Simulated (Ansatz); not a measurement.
# Slab bands of arsenene, 4 layers, part 3 of 3

Aim: the slab bands of arsenene, 4 layers, with their weight on the outer layers.

Ansatz 0.2.0; plane-wave DFT, PBE-D3(BJ), Ansatz PAW (the session's first sound run).

So far, work function, upper face (eV): step 2 (relaxation, PBE D3(BJ)) 4.16; step 3 (PBE, band structure, smearing width 0.05 eV) 4.12; step 4 (PBE spin-orbit, band structure, smearing width 0.05 eV) 4.13.

### Step 5. Close to the zone centre

Level of this step: plane-wave DFT, PBE, fully relativistic PAW with spin-orbit coupling (Ansatz).

A Rashba splitting shows at small k, so a short path out of the zone centre is sampled finely.

input.yaml reads:

```yaml
crystal:
  lattice:
    - [3.61, 0.0, 0.0]
    - [-1.805, 3.1263517077, 0.0]
    - [0.0, 0.0, 32.6]
  atoms:
    - { symbol: As, position: [0.6666666667, 0.3333333333, 0.308455181] }
    - { symbol: As, position: [0.3333333333, 0.6666666667, 0.3504337953] }
    - { symbol: As, position: [0.0, 0.0, 0.4224589564] }
    - { symbol: As, position: [0.6666666667, 0.3333333333, 0.4640029238] }
    - { symbol: As, position: [0.3333333333, 0.6666666667, 0.5359970958] }
    - { symbol: As, position: [0.0, 0.0, 0.577541063] }
    - { symbol: As, position: [0.6666666667, 0.3333333333, 0.6495661842] }
    - { symbol: As, position: [0.3333333333, 0.6666666667, 0.6915448004] }
hamiltonian:
  xc: pbe
  pseudopotentials: { kind: paw_fr }
magnetization:
  noncollinear: true
  spin_orbit: true
scf:
  occupations: { method: fermi_dirac, width: 0.05 }
  convergence: { dr2_threshold: 1.0e-08 }
efield:
  axis: 3
  dipole_correction: true
  ramp_position: 0.97
  ramp_width: 0.06
output:
  fatbands: true
  write_potential: true
  write_density: true
  volumetric_format: npy
kpoints:
  mp_grid: { grid: [12, 12, 1] }
  band_path: { path: [[0, 0, 0], [0.1493, 0, 0]], npoints: 30 }
```

Launch:

```
$ ansatz run input.yaml --threads 4 --pin off --max-ram 6144MiB --backend cpu --events-out ev --progress --plain --runs-dir out
```

Numbers of over 12 decimals in the logs are rounded to 6 here.

Log:

```text
[...]
Crystal: 8 atoms, lattice volume = 367.928 Å³
Basis set: ecut = 420 eV, 7105 PW (Γ)
Bands: 144, of which v1, the nominal top of the filled ones, is band 120 counted from 1 (119 counted from 0)
Symmetry: 6 space group operations + 6 with time reversal
k-points: 19 of 144 (time reversal used)
Projection manifold: j_resolved (fully-relativistic pseudo-atomic orbitals)
[...]
SCF iter   9: F=-38849.764589 eV  HF=-38849.764589 eV  |F-HF|=2.91e-10  |Δ(HF+E_count)|=   4.03e-9  Δρ=5.58e-7  dr2=1.51e-9  dr2_m=0.00e0 (ungated)  ethr=8.33e-12  |M|=0.00e0 ∫|m|=0.00e0 μB  |m|>n=0.0e0 m-floor=0.0e0 τ_xc=0.0e0  p=-0.000 e·Å  D=-4.37e-7 V/Å  ΔV_dip=0.00 eV  dr2_dipole=2.88e-11  V_vac-E_F(+/−)=4.13/4.13 eV  ⟨swp⟩=7.9  Hψ=9976  notcnv=0
SCF 1 converged in 9 iterations: F = -38849.764589 eV  dr2 = 1.51e-9
[...]
SCF converged after 9 iterations
Magnetization: |M| = 0.0000 μB,  M = (+0.0000, +0.0000, +0.0000) μB
Absolute magnetization: 0.0000 μB (∫|m|)
  site 0: m = (+0.0000, +0.0000, +0.0000) μB, |m| = 0.0000 μB  (R = 1.03 Å)
  site 1: m = (+0.0000, +0.0000, +0.0000) μB, |m| = 0.0000 μB  (R = 1.03 Å)
  site 2: m = (+0.0000, +0.0000, +0.0000) μB, |m| = 0.0000 μB  (R = 1.03 Å)
  site 3: m = (+0.0000, +0.0000, +0.0000) μB, |m| = 0.0000 μB  (R = 1.03 Å)
  site 4: m = (+0.0000, +0.0000, +0.0000) μB, |m| = 0.0000 μB  (R = 1.03 Å)
  site 5: m = (+0.0000, +0.0000, +0.0000) μB, |m| = 0.0000 μB  (R = 1.03 Å)
  site 6: m = (+0.0000, +0.0000, +0.0000) μB, |m| = 0.0000 μB  (R = 1.03 Å)
  site 7: m = (+0.0000, +0.0000, +0.0000) μB, |m| = 0.0000 μB  (R = 1.03 Å)
Free energy (F): -38849.764589 eV
[...]
Internal energy: -38849.753747 eV  (E = F + TS)
E sigma→0 (E₀):  -38849.759168 eV
Entropy (-TS):   -0.010842 eV (-1.355 meV/atom)
Fermi energy:    2.938471 eV
Dipole field:    D = 0.000005 V/Å  (p = 0.000010 e·Å, saw-weighted, corrected)
Work function:   Φ+ = 4.1250 eV   Φ− = 4.1252 eV
[...]
--- Band table (eV; the first three rows and the last of 19) ---
  k-point 0: bands = [... 116 lower, 2.2644, 2.2644, 3.1323, 3.1323, 3.3098, 3.3098, 4.1366, 4.1366, ... 20 higher]
  k-point 1: bands = [... 116 lower, 2.6916, 2.6916, 3.2584, 3.2584, 3.7926, 3.7926, 4.3712, 4.3712, ... 20 higher]
  k-point 2: bands = [... 116 lower, 1.9972, 1.9972, 2.6851, 2.6851, 3.7296, 3.7296, 4.2918, 4.2918, ... 20 higher]
  k-point 18: bands = [... 116 lower, 0.1416, 0.1416, 0.1537, 0.1537, 3.4574, 3.4574, 3.9080, 3.9080, ... 20 higher]
```

Wall time 4.3 min (4 threads of Intel Xeon Platinum 8488C (Sapphire Rapids), shared host); peak memory 4.5 GiB.

Shares of the projected weight; 8 atomic layers. Electronic bands along the path, in eV, zero at the Fermi level:

| point | band 117 | band 118 | band 119 | band 120 | band 121 | band 122 | band 123 | band 124 |
| --- | --- | --- | --- | --- | --- | --- | --- | --- |
| Γ | -0.67 | -0.67 | 0.19 | 0.19 | 0.37 | 0.37 | 1.20 | 1.20 |
| halfway | -0.26 | -0.26 | 0.38 | 0.38 | 0.83 | 0.83 | 1.34 | 1.34 |
| end | -0.76 | -0.76 | -0.13 | -0.13 | 0.84 | 0.84 | 1.39 | 1.39 |

Of the projections kept (top two layers, bottom two layers, interior), the largest for each band there; the rest of the weight can lie on other orbitals:

| point | band 117 | band 118 | band 119 | band 120 | band 121 | band 122 | band 123 | band 124 |
| --- | --- | --- | --- | --- | --- | --- | --- | --- |
| Γ | interior 0.48 | interior 0.48 | top two layers 0.38 | top two layers 0.38 | interior 0.42 | interior 0.42 | interior 0.80 | interior 0.80 |
| end | interior 0.60 | interior 0.60 | interior 0.48 | interior 0.48 | interior 0.43 | interior 0.43 | interior 0.37 | interior 0.37 |

Surface states, by row:

| point | level (eV from the Fermi level) | share on the top two layers | share on the bottom two layers |
| --- | --- | --- | --- |
| end | -1.883 | 0.4185 | 0.4285 |
| end | -1.883 | 0.4285 | 0.4185 |
| Γ | -1.531 | 0.4754 | 0.4754 |
| Γ | -1.531 | 0.4754 | 0.4754 |
| Γ | -1.476 | 0.4434 | 0.4434 |
| Γ | -1.476 | 0.4434 | 0.4434 |
| Γ | -1.267 | 0.4735 | 0.4735 |
| Γ | -1.267 | 0.4735 | 0.4735 |
| Γ | -1.243 | 0.4121 | 0.4121 |
| Γ | -1.243 | 0.4121 | 0.4121 |

The levels on this short path go into the next step.

### Step 6. Results

| Item | Value |
| --- | --- |
| work function | 4.12 eV |
| level with weight on the outer layers nearest the Fermi level at the zone centre | -1.37 eV |
| level with weight on the outer layers nearest the Fermi level at K | 1.34 eV |

5 levels at the symmetry points, from 3 eV under the Fermi level to 2.0 eV over it, pass the bound for weight on the outer layers; the nearest lies at +1.34 eV at K. In a stack or overlayer this thin such levels are confined to a layer and are no surface states in the usual sense. Levels are listed where the outer two layers of both faces together hold 0.3 more of the projected weight than an even spread would give them (0.9 at most); these levels are without spin-orbit coupling; free-electron-like surface states are only partly caught by such projections, and levels that are merely confined by the slab can pass too. The slab has an inversion centre, so with spin-orbit coupling every level stays doubly degenerate, and a Rashba splitting of one face can't be read off as a split pair. The in-plane lattice is held at a typed value, so part of the relaxation answers the strain against the functional's own lattice constant. Image-potential states are missing at this level, since the potential falls off too fast in the vacuum.

[Logs are printed without paths, hosts, clocks, repeated set-up lines and the standing remarks that a program may print on its own settings, such as how far it seeks lower states.]

[Hosts, paths, dates, database ids (printed as entryN), source tags and the programs' standing remarks are cut or masked in the printed files.]

[Maps of the electrostatic potential energy from Ansatz leave out the sawtooth potential of an applied field or a dipole correction, so their vacuum need not be flat; planar profiles and work functions include it.]
